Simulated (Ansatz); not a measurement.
# Random alloy of the fcc Cu-Al line, x = 0.125 (128 atoms): relaxation and levels of theory

Which bonds does the relaxation leave, and how do forces and pressure change with k-mesh and functional?

Calculated with Ansatz 0.2.0: Kohn-Sham DFT, PBE, PAW (set soft_2), plane waves; cutoff 420 eV, k-mesh 2×2×2, fermi-dirac smearing of 0.1 eV.

**The cell**

The cell holds 128 atoms: 112 Cu and 16 Al. Cell: a = 12.767 Å, b = 12.767 Å, c = 12.767 Å, α = 109.5°, β = 109.5°, γ = 109.5°. It derives from Cu (fcc Cu-Al) and Al. Fcc Cu-Al: 128 atoms, 16 of 128 Cu sites given to Al at random, cell and internal coordinates interpolated linearly between the end members (Vegard's rule); not relaxed, displaced by a Gaussian of 0.02 Å. Lattice constants are starting values near those of PBE.

Cell and atoms were relaxed with PBE. The walk converged after 4 steps by the program's count, with a largest force component of 0.00555 eV/Å; it began at an r.m.s. force component of 0.21 eV/Å. The edges went from 12.767, 12.767, 12.767 to 12.652, 12.704, 12.693 Å, and the volume from 12.516 to 12.275 Å³ an atom (-1.9 %).

The input of the reference single point:

```yaml
crystal:
  lattice:
    - [-7.3719, 7.13742, 7.40202]
    - [7.39857, -7.15522, 7.44649]
    - [7.39007, 7.1734, -7.41983]
  atoms:
    - { symbol: Cu, position: [0.50026, 0.00146, 0.00077] }
    - { symbol: Cu, position: [0.75007, 0.12618, 0.12628] }
    - { symbol: Cu, position: [0.62696, 0.25218, 0.12638] }
    - { symbol: Cu, position: [0.62611, 0.12826, 0.25149] }
    [... 122 atom lines left out ...]
    - { symbol: Cu, position: [0.12337, 0.999, 0.87565] }
    - { symbol: Cu, position: [0.12387, 0.87239, 0.99817] }
kpoints:
  mp_grid: { grid: [2, 2, 2] }
hamiltonian:
  xc: pbe
scf:
  occupations: { method: fermi_dirac, width: 0.1 }
output:
  forces: true
  stress: true
  populations: true
  dos:
    method: { smearing: { sigma: 0.08 } }
    de: 0.05
    projected: { site_lists: { Al: [Al], Cu: [Cu] } }
  eigenvalues: true
  write_density: true
  write_potential: true
  volumetric_format: npy
```

**Bonds after relaxation**

Neighbours by pair of elements; one cutoff, the widest of the pairs' first minima of g(r), serves all pairs of this metal:

```
pair A-B  cutoff (Å)  bonds  mean length (Å)  spread (Å)  shortest (Å)  B about A  A about B
   Cu-Cu        3.08    587             2.59       0.029          2.52       10.5       10.5
   Cu-Al        3.08    170             2.59       0.037          2.49       1.52       10.6
   Al-Al        3.08     11             2.73       0.021          2.70       1.38       1.38
```

How many atoms have how many bonded neighbours:

```csv
element,mean,12
Al,12,16
Cu,12,112
```

**Levels of theory**

Single points at the relaxed geometry:

| functional | k-mesh | pressure (GPa) | r.m.s. force component (eV/Å) | SCF cycles | time |
| --- | --- | --- | --- | --- | --- |
| PBE | 2×2×2 | 0.02 | 0.001 | 11 | 15 s |
| PBE | 3×3×3 | 0.03 | 0.008 | 10 | 33 s |
| r2SCAN | 2×2×2 | -5.69 | 0.019 | 15 | 26 s |
| PBEsol | 2×2×2 | -7.05 | 0.029 | 11 | 17 s |

Cutoffs: 420 eV for PBE and PBEsol; 500 eV for r2SCAN.

**Findings**

Every run has partly filled levels at the Fermi energy, as in a metal. Against the reference the pressure changes with r2SCAN by -5.7 GPa and PBEsol by -7.1 GPa; a negative change means a smaller volume than PBE would take. The denser mesh moves the energy by -0.1 meV/atom and the pressure by +0.01 GPa.

Limits: All single points share the geometry relaxed with PBE. One random arrangement of the atoms on their sites. In some runs the program notes that it cut back its plan to fit the GPU's memory.

[Logs are printed without paths, hosts, clocks, repeated set-up lines and the standing remarks that a program may print on its own settings, such as how far it seeks lower states.]

[Hosts, paths, dates, database ids (printed as entryN), source tags and the programs' standing remarks are cut or masked in the printed files.]
